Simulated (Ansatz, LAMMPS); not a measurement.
## Convergence of a linear-scaling basis for liquid (Na,Li,Rb)(Br,I) at 900 K (66 atoms)

Wanted: errors and times of a linear-scaling basis for liquid (Na,Li,Rb)(Br,I) at 900 K (66 atoms). A setting counts as converged where the r.m.s. difference of forces stays under 1 % of the r.m.s. force.

Method: Kohn-Sham DFT, PBE, PAW (set soft_2), plane waves, in Ansatz 0.2.0.

Most raw output is cut from this account.

## 1. Set-up

The cell holds 66 atoms: 7 Na, 11 Li, 15 Rb, 22 Br and 11 I. Its edges and angles: a = 14.025 Å, b = 14.025 Å, c = 14.025 Å, α = 90.0°, β = 90.0°, γ = 90.0°. 66 atoms (7 Na, 11 Li, 15 Rb, 22 Br, 11 I) placed at random at 2.81 g/cm³, melted at 1800 K for 10 ps at fixed volume with the Lennard-Jones and Coulomb ion parameters for SPC/E (Joung and Cheatham, J. Phys. Chem. B 112, 9020 (2008)), full charges. Snapshot at the end of a hold of 20 ps at 900 K and fixed volume.

Limits known from the start: The network of bonds at the start is that of the classical potential that made the cell, and needn't be the one that DFT or experiment would give. The ion parameters were fitted for water, not for melts, so the starting structure of this cell may lie well off the real melt's. The Brillouin zone is sampled at Γ only, in a cell whose shortest periodic width is 14 Å. Spin–orbit coupling is left out, which matters for the levels of the heavy elements.

## 2. Making the structure

A classical potential makes the cell, at a small fraction of what the same run would cost in DFT.

This step: classical MD, Lennard-Jones and Coulomb ion parameters for SPC/E (Joung and Cheatham, J. Phys. Chem. B 112, 9020 (2008)), full charges (LAMMPS 22 Jul 2025 - Update 4).

in.lmp

```
# melt-quench of Na7Li11Rb15Br22I11
units metal
atom_style charge
boundary p p p
region box block 0 14.0248 0 14.0248 0 14.0248
create_box 5 box
mass 1 22.9898   # Na
mass 2 6.9400   # Li
mass 3 85.4678   # Rb
mass 4 79.9040   # Br
mass 5 126.9045   # I
create_atoms 1 random 7 640532 NULL overlap 2.2 maxtry 2000
create_atoms 2 random 11 640539 NULL overlap 2.2 maxtry 2000
create_atoms 3 random 15 640546 NULL overlap 2.2 maxtry 2000
create_atoms 4 random 22 640553 NULL overlap 2.2 maxtry 2000
create_atoms 5 random 11 640560 NULL overlap 2.2 maxtry 2000
pair_style lj/cut/coul/long 9.0
pair_modify mix arithmetic tail yes
pair_coeff 1 1 0.015292 2.1595   # Na
pair_coeff 2 2 0.014602 1.4094   # Li
pair_coeff 3 3 0.019302 3.0950   # Rb
pair_coeff 4 4 0.001169 4.9017   # Br
pair_coeff 5 5 0.001855 5.2011   # I
set type 1 charge 1
set type 2 charge 1
set type 3 charge 1
set type 4 charge -1
set type 5 charge -1
kspace_style pppm 1.0e-4
neigh_modify delay 0 every 1 check yes
thermo_style custom step time temp pe press density
thermo_modify norm yes
timestep 0.002
thermo 100
# [... 18 lines left out ...]
compute msd all msd com yes
thermo 2500
fix md all nvt temp 900 900 0.2
run 10000 post no
print "== T900: mean square displacement over the hold $(c_msd[4]:%.2f) A^2"
unfix md
uncompute msd
write_dump all custom T900.dump id type xs ys zs modify sort id
```

Started as:

```console
> lmp -in in.lmp -log none -nocite
```

Wall time 2.7 s (1 thread of Arm Neoverse V2, shared host); peak memory 0.07 GiB.

## 3. Plane-wave single point

The first run fixes the reference, at a cutoff of 420 eV.

input.yaml

```yaml
crystal:
  lattice:
    - [14.0248, 0.0, 0.0]
    - [0.0, 14.0248, 0.0]
    - [0.0, 0.0, 14.0248]
  atoms:
    - { symbol: Na, position: [0.63382, 0.12182, 0.79542] }
    - { symbol: Na, position: [0.31694, 0.57605, 0.20787] }
    - { symbol: Na, position: [0.92353, 0.62906, 0.10605] }
    - { symbol: Na, position: [0.91087, 0.91221, 0.99953] }
    - { symbol: Na, position: [0.97044, 0.81143, 0.7266] }
    - { symbol: Na, position: [0.11142, 0.48042, 0.21238] }
    - { symbol: Na, position: [0.60289, 0.18518, 0.45292] }
    - { symbol: Li, position: [0.43162, 0.90803, 0.38357] }
[... 54 atom lines left out ...]
    - { symbol: I, position: [0.12528, 0.68383, 0.10434] }
    - { symbol: I, position: [0.4707, 0.29536, 0.58725] }
    - { symbol: I, position: [0.22941, 0.40644, 0.04422] }
    - { symbol: I, position: [0.41866, 0.74682, 0.08883] }
kpoints:
  mp_grid: { grid: [1, 1, 1] }
hamiltonian:
  xc: pbe
scf:
  occupations: { method: fixed }
output:
  forces: true
  stress: true
  populations: intrinsic
  dos:
    method: { smearing: { sigma: 0.15 } }
    de: 0.1
    projected: { site_lists: { Br: [Br], I: [I], Li: [Li], Na: [Na], Rb: [Rb] } }
  eigenvalues: true
  write_density: true
  write_potential: true
  volumetric_format: npy
```

Started as:

```console
> ansatz run input.yaml --threads 4 --pin off --max-ram 8192MiB --backend cpu --events-out ev --progress --plain --runs-dir out
```

It took 31 s on 4 threads of Arm Neoverse V2, shared host; peak memory 3 GiB.

The program notes that the exchange-correlation potential is rough where the density is thin.

Read from the output:

```yaml
free_energy: -205632.5705 eV
free_energy_per_atom: -3115.6450 eV/atom
scf_cycles: 7
pressure: 0.1222 GPa
r_m_s_force_component: 0.2578 eV/Å
longest_force: 1.001 eV/Å
fermi_energy: 0.994 eV
spacing_of_highest_filled_and_lowest_empty_level: 3.04 eV
```

The r.m.s. force component of 0.26 eV/Å sets the scale for the differences below.

## 4. Support functions low

The cell is solved in localised support functions.

This step: Kohn-Sham DFT, PBE, PAW (set soft_2), localised support functions (low) (Ansatz 0.2.0).

input.yaml, the sections that differ from step 3:

```yaml
scf:
  occupations: { method: fixed }
  eigensolver: { kind: { support_functions: { accuracy: low } } }
  mixing: { beta: 0.4 }
  max_iter: 150
output:
  forces: true
  eigenvalues: true
# crystal, kpoints, hamiltonian: as in step 3
```

It took 3.2 min on 4 threads; peak memory 5.4 GiB; 12 min of CPU time.

The program notes that the band table was not solved further than the SCF left it and it switched symmetry off.

Keys that differ from the reference: support_functions.accuracy = "low", scf.max_iter = 150 and scf.mixing.beta = 0.4.

Forces differ from the reference by 0.097 meV/Å r.m.s., 0.038 % of their size, well within a tolerance of 1 %; the energy by -0.51 meV/atom. It took 3.2 min and 16 cycles; the reference's time can't be set against it, since the two runs asked for unlike analyses.

## 5. Support functions medium

This step: Kohn-Sham DFT, PBE, PAW (set soft_2), localised support functions (medium) (Ansatz 0.2.0).

input.yaml, the sections that differ from step 4:

```yaml
scf:
  occupations: { method: fixed }
  eigensolver: { kind: { support_functions: { accuracy: medium } } }
  mixing: { beta: 0.4 }
  max_iter: 150
# crystal, kpoints, hamiltonian, output: as in step 4
```

The job ended after 3.1 min (4 threads; peak memory 5.3 GiB; 12 min of CPU time).

Keys that differ from the reference: support_functions.accuracy = "medium", scf.max_iter = 150 and scf.mixing.beta = 0.4.

Forces differ from the reference by 0.086 meV/Å r.m.s., 0.033 % of their size, well within a tolerance of 1 %; the energy by -0.51 meV/atom. It took 3.1 min and 18 cycles; the reference's time can't be set against it, since the two runs asked for unlike analyses.

## 6. Support functions medium, radius 4.35 Å

The radius confines each support function; a larger one gives more freedom and more work per atom.

input.yaml, the sections that differ from step 5:

```yaml
scf:
  occupations: { method: fixed }
  eigensolver: { kind: { support_functions: { accuracy: medium, radius: 4.35 } } }
  mixing: { beta: 0.4 }
  max_iter: 150
# crystal, kpoints, hamiltonian, output: as in step 5
```

The job ended after 2.5 s (4 threads; peak memory 0.54 GiB).

The program refuses radii under 4.87 Å for these atoms at this level.

## 7. Support functions medium, radius 4.97 Å

input.yaml, the sections that differ from step 6:

```yaml
scf:
  occupations: { method: fixed }
  eigensolver: { kind: { support_functions: { accuracy: medium, radius: 4.97 } } }
  mixing: { beta: 0.4 }
  max_iter: 150
# crystal, kpoints, hamiltonian, output: as in step 6
```

Elapsed: 2.7 min, on 4 threads; peak memory 5.1 GiB.

Keys that differ from the reference: support_functions.accuracy = "medium", support_functions.radius = 4.97, scf.max_iter = 150 and scf.mixing.beta = 0.4.

Forces differ from the reference by 0.092 meV/Å r.m.s., 0.035 % of their size, well within a tolerance of 1 %; the energy by -0.51 meV/atom. It took 2.7 min and 17 cycles; the reference's time can't be set against it, since the two runs asked for unlike analyses.

## 8. Support functions medium, radius 5.32 Å

input.yaml, the sections that differ from step 7:

```yaml
scf:
  occupations: { method: fixed }
  eigensolver: { kind: { support_functions: { accuracy: medium, radius: 5.32 } } }
  mixing: { beta: 0.4 }
  max_iter: 150
# crystal, kpoints, hamiltonian, output: as in step 7
```

Elapsed: 3.6 min, on 4 threads; peak memory 5.6 GiB; 14 min of CPU time.

Keys that differ from the reference: support_functions.accuracy = "medium", support_functions.radius = 5.32, scf.max_iter = 150 and scf.mixing.beta = 0.4.

Forces differ from the reference by 0.08 meV/Å r.m.s., 0.031 % of their size, well within a tolerance of 1 %; the energy by -0.51 meV/atom. It took 3.6 min and 18 cycles; the reference's time can't be set against it, since the two runs asked for unlike analyses.

## 9. A run with a doubtful setting

The input is spoilt on purpose; the run shows how that looks.

This step: Kohn-Sham DFT, lda+u, PAW (set soft_2), plane waves (Ansatz 0.2.0).

input.yaml, the sections that differ from step 8:

```yaml
hamiltonian:
  xc: lda+u
scf:
  occupations: { method: fixed }
  max_iter: 50
output:
  forces: true
# crystal, kpoints: as in step 8
```

Wall time 0.02 s (4 threads); peak memory 0.021 GiB.

The program refused the input before any cycle.

The program's message: “Error: YAML parse error: error: line 76 column 7: hamiltonian.xc: unknown variant `lda+u`, expected one of `lda`, `lda-pw`, `pw92`, `pbe`, `pbesol`, `rpbe`, `revpbe`, `blyp`, `pbe0`, `revpbe0`, `b3lyp …”

The fault in the input: an unknown functional (hamiltonian.xc = "lda+u"). The fix is to type the functional by a name that the program lists.

## 10. All settings compared

Each row is set against the plane-wave reference (Kohn-Sham DFT, PBE, PAW (set soft_2), plane waves; r.m.s. force component 0.258 eV/Å). Energies are set beside the reference only for runs with its functional, potentials and electron count. Times are for 4 threads of Arm Neoverse V2, shared host. The reference's time includes the DOS, the stress and grids, which some other runs skip.

```csv
run,"Δ force, r.m.s. (meV/Å)",share of r.m.s. force (%),Δ energy (meV/atom),Δ gap (eV),cycles,time,host memory (GiB)
reference,-,-,-,-,7,31 s,3.0
support functions low,0.097,0.0376,-0.514,-1.0e-4,16,3.2 min,5.4
support functions medium,0.086,0.0333,-0.514,-2.0e-4,18,3.1 min,5.3
"support functions medium, radius 4.97 Å",0.092,0.0355,-0.514,-3.0e-4,17,2.7 min,5.1
"support functions medium, radius 5.32 Å",0.08,0.0311,-0.514,-1.0e-4,18,3.6 min,5.6
```

## 11. The reference in detail

The comparisons rest on this run, so its electronic structure is set out here.

Length of the force by element:

```csv
element,coordination,atoms,mean length of the force (eV/Å),spread,least,most
Br,all,22,0.397,0.163,0.121,0.748
I,all,11,0.438,0.250,0.105,1.00
Li,all,11,0.397,0.143,0.146,0.600
Na,all,7,0.324,0.0872,0.173,0.448
Rb,all,15,0.433,0.225,0.0808,0.751
```

Intrinsic-atomic-orbital charges by element:

```csv
element,coordination,atoms,mean charge (e),spread,least,most
Br,all,22,-0.713,0.0284,-0.783,-0.665
I,all,11,-0.693,0.0177,-0.718,-0.665
Li,all,11,0.651,0.0181,0.627,0.685
Na,all,7,0.677,0.0201,0.646,0.712
Rb,all,15,0.760,0.0137,0.739,0.786
```

States in the cell by windows of 1 eV, zero at the Fermi level; the larger projections on atomic orbitals stand beside the total:

```csv
from (eV),to (eV),total,Br p,Rb p,I p,I s,Br s
-14,-13,20.8,0.0,0.2,0.0,0.0,19.0
-13,-12,23.1,0.0,0.2,0.0,0.0,21.6
-12,-11,5.0,0.0,0.5,0.0,4.2,0.0
-11,-10,33.8,0.1,18.0,0.0,14.8,0.1
-10,-9,73.0,0.4,70.0,0.2,1.9,0.4
-9,-8,0.3,0.0,0.3,0.0,0.0,0.0
-8,-3,0.0,0.0,0.0,0.0,0.0,0.0
-3,-2,19.1,15.8,0.0,1.5,0.0,0.1
-2,-1,91.7,65.4,0.4,20.9,0.1,0.2
-1,0,84.9,44.6,0.3,38.0,0.0,0.1
0,1,2.3,0.2,0.0,2.0,0.0,0.0
1,2,0.0,0.0,0.0,0.0,0.0,0.0
2,3,0.6,0.0,0.0,0.0,0.0,0.1
3,4,3.3,0.1,0.0,0.1,0.1,0.2
4,5,23.7,1.1,0.1,0.7,0.3,0.8
```

With fixed occupations the program's Fermi level is the highest filled level; weight inside the gap is the broadening of levels at its edges.

Between -26 and -14 eV lie 68 more states.

About 152 of the 572 electrons lie in deeper levels, below the stored range.

The levels nearest the highest filled one (over half full), pooled over k-points and spins:

```csv
level less the highest filled one (eV),occupation
-0.271,2
-0.235,2
-0.175,2
-0.131,2
-0.0602,2
0,2
3.04,0
3.87,0
4.13,0
4.25,0
4.33,0
4.38,0
```

Electrostatic potential energy in the bc plane at fractional x = 0.625, with atoms of Na and Rb and Br and I within 0.2 Å of it. With pseudopotentials it is smooth inside the atoms' cores, unlike the true potential.

Values in eV, 13 rows by 16 columns, each cell a mean:
```
  6   5   6   6   7   6  -5  -5   5   3 -26 -54 -12   4   6   6
  4   1   1   5   7   7   4   3   5   5   1  -3   3   5   6   6
  3 -26 -31   3   7   7   5   4  -6  -8   0   6   5   6   6   6
  5  -1  -1   5   7   7   7   4  -9  -3  -5   4   0   0   5   6
-20 -33   2   7   7   7   7   6   2   0   4   1 -34 -37   1   5
-21 -34   1   6   6   7   6   5   4   5   5   3  -7  -8   3   6
  6   4  -9 -13   3   6   6   5   4   3   4   5   4   4   5   7
  7   4 -11 -15   3   6   6   6   1 -44 -30   5   5   5   6   7
  5   6   5   5   5   6   6   5   3 -22 -13   1  -8  -1   5   5
  5   7   7   7   6   6  -1 -22  -5   4   4 -14 -57 -26   4   5
  7   7   6   6   6   5  -5 -42 -14   3   4  -1 -15  -3   5   7
  5   5   6   6   6   6   5   2   3   4   3   3   3   5   6   6
  4   5   6   6   7   6  -3  -2   6   4  -7 -22  -2   4   6   6
```
Columns run along b (14.0 Å; values clipped at the 3rd and 97th percentile), rows up along c (14.0 Å). Atoms in or near the plane, at fractional coordinates: Na at (0.12, 0.80), Rb at (0.78, 0.26), Rb at (0.70, 0.97), Br at (0.61, 0.39), Br at (0.07, 0.61), I at (0.57, 0.74).

Valence density in the bc plane at fractional x = 0.625, with atoms of Na and Rb and Br and I within 0.2 Å of it. It is the smooth field of the valence electrons, not physical close to the nuclei.

Ten steps, logarithmic in the rise over the least value, from '0' (0 e/Å³) to '9' (13 e/Å³), each cell a mean:
```
0000000000000123444321001356565310000000
0000000000000012332210001245554200000000
0000000000000000111100000112321000000000
0002453000000000000011221110000000000000
0016997200000000000123454321000000000000
0014785100000000001246998431000000000000
0111111000000000001246997431001121100000
2333321000000000000123444311013454310001
3444432000000000000011121100024565421012
4434442100000000000000000000013455320012
3444421000000000000000000000001222100001
1122112220000000000000000000000000000000
0000026873000000000001233321000000000000
0000026873000000000012444442100000000000
0000001211000000000013443443100000000000
2110000000000000000012344442112221000112
3210000000000000001111122221245554211123
2110000000000000234432100001356565311122
1000000000000001356653100000245554210001
0000000000000001355553100000012332000000
0000000000000000123321000000000000000000
1110000000000000011100000000000000000001
1111000000000011222110000012221000000001
1110000000000123444310000245554100000001
```
Columns run along b (14.0 Å), rows up along c (14.0 Å). Atoms in or near the plane, at fractional coordinates: Na at (0.12, 0.80), Rb at (0.78, 0.26), Rb at (0.70, 0.97), Br at (0.61, 0.39), Br at (0.07, 0.61), I at (0.57, 0.74).

Mean intrinsic-atomic-orbital charges: Br -0.71, I -0.69, Li +0.65, Na +0.68, Rb +0.76 e.

## 12. Local order

Bonds and neighbours are counted at the geometry of the runs.

Density 2.81 g/cm³, 41.80 Å³ an atom.

g(r), total and by pair (bins of 0.2 Å):

```csv
r (Å),total,Br-Br,Br-Rb,Br-I,Br-Li,Br-Na,Rb-Rb
2.30,0.36,0.00,0.00,0.00,3.29,0.00,0.00
2.50,0.95,0.00,0.00,0.00,7.83,0.00,0.00
2.70,1.03,0.00,0.00,0.00,6.86,1.89,0.00
2.90,1.01,0.00,0.00,0.00,2.17,6.65,0.00
3.10,0.95,0.00,2.05,0.00,0.50,3.04,0.00
3.30,1.12,0.00,4.03,0.00,0.00,1.98,0.00
3.50,0.87,0.00,1.93,0.00,0.35,1.17,0.00
3.70,1.22,1.00,2.92,0.34,0.00,0.00,0.00
3.90,0.93,2.67,1.08,0.86,0.00,0.00,0.00
4.10,1.16,2.39,0.78,1.58,0.27,1.69,1.15
4.30,1.26,1.73,1.25,1.23,0.73,0.00,1.09
4.50,1.27,3.12,0.17,1.35,0.23,0.34,0.49
4.70,1.05,1.04,0.46,2.04,0.42,0.64,1.73
4.90,1.28,1.14,0.55,2.25,1.69,0.29,1.22
5.10,0.93,1.06,0.38,1.57,1.22,1.07,1.12
5.30,0.82,0.48,0.48,1.13,0.97,0.26,2.79
5.50,1.07,0.15,0.55,1.50,0.90,1.87,1.63
5.70,0.61,0.56,0.61,0.70,0.84,0.22,0.90
5.90,0.90,0.39,0.67,0.79,1.18,1.02,0.82
6.10,1.00,0.49,1.25,0.73,1.58,0.58,1.86
6.30,1.09,1.39,1.17,0.58,1.47,1.24,0.50
6.50,0.97,0.98,1.18,1.08,1.39,1.36,0.23
6.70,1.03,0.91,2.29,0.90,0.71,1.43,0.44
6.90,0.90,0.66,0.98,1.04,1.04,1.49,0.62
```

The surroundings of Na7, one of the 7 Na atoms, nearest first, numbered as they follow in the input and with coordinates relative to it.

```csv
atom,x,y,z,distance (Å),intrinsic-atomic-orbital charge (e),Fx,Fy,Fz (eV/Å)
Na7,0.00,0.00,0.00,0.00,0.69,-0.19,-0.13,-0.13
Br52,0.49,-1.66,2.17,2.77,-0.71,0.25,-0.35,-0.02
I64,-1.85,1.55,1.88,3.06,-0.72,-0.26,0.27,-0.11
I59,2.05,1.32,-1.86,3.07,-0.68,0.28,-0.16,0.46
Br48,-0.78,-2.70,-2.12,3.52,-0.73,0.26,0.18,0.14
Rb28,4.11,-0.33,1.85,4.52,0.76,-0.26,-0.18,0.08
I62,-2.32,2.60,-2.91,4.54,-0.69,-0.15,0.04,0.31
Li8,-2.40,-3.89,-0.97,4.67,0.66,-0.36,-0.20,0.18
Br35,-3.98,-2.58,0.22,4.75,-0.71,-0.37,0.04,0.34
Rb22,-2.96,-1.36,3.67,4.90,0.75,-0.31,-0.41,-0.55
Na1,0.43,-0.89,4.80,4.90,0.71,0.26,0.31,0.14
Br34,1.93,1.74,4.19,4.93,-0.72,0.29,-0.10,0.04
Rb23,-4.82,0.46,-1.01,4.94,0.74,-0.01,-0.03,-0.14
Rb21,2.14,4.37,1.32,5.04,0.75,0.43,-0.44,-0.02
```

## 13. Results

| Property | Result |
| --- | --- |
| free energy per atom | -3115.6450 eV/atom |
| pressure | 0.1222 GPa |
| r.m.s. force component | 0.2578 eV/Å |
| gap (highest filled to lowest empty level) | 3.04 eV |
| wall time of the 5 DFT runs | 13 min |

**Reading.** Against plane waves at 420 eV, the forces differ by 0.086 meV/Å (0.033 %) with support functions medium. At 66 atoms the fastest of the runs at a preset level, support functions medium, takes roughly 6.0 times the time of plane waves (whose run also made extra analyses, so the like-for-like ratio is larger), in 18 SCF cycles against 7. Differences between support functions and plane waves include what basis error the plane-wave run still has.

Between filled and empty levels lie 3.04 eV (at Γ alone); a semilocal functional tends to put such gaps too low. In a disordered cell it changes from sample to sample and from frame to frame.

Caveats: The force components of 0.26 eV/Å r.m.s. hold both thermal displacement and the mismatch between the potential that made the cell and DFT. The pressure of a single frame lacks the kinetic term.

[Logs are printed without paths, hosts, clocks, repeated set-up lines and the standing remarks that a program may print on its own settings, such as how far it seeks lower states.]

[Hosts, paths, dates, database ids (printed as entryN), source tags and the programs' standing remarks are cut or masked in the printed files.]
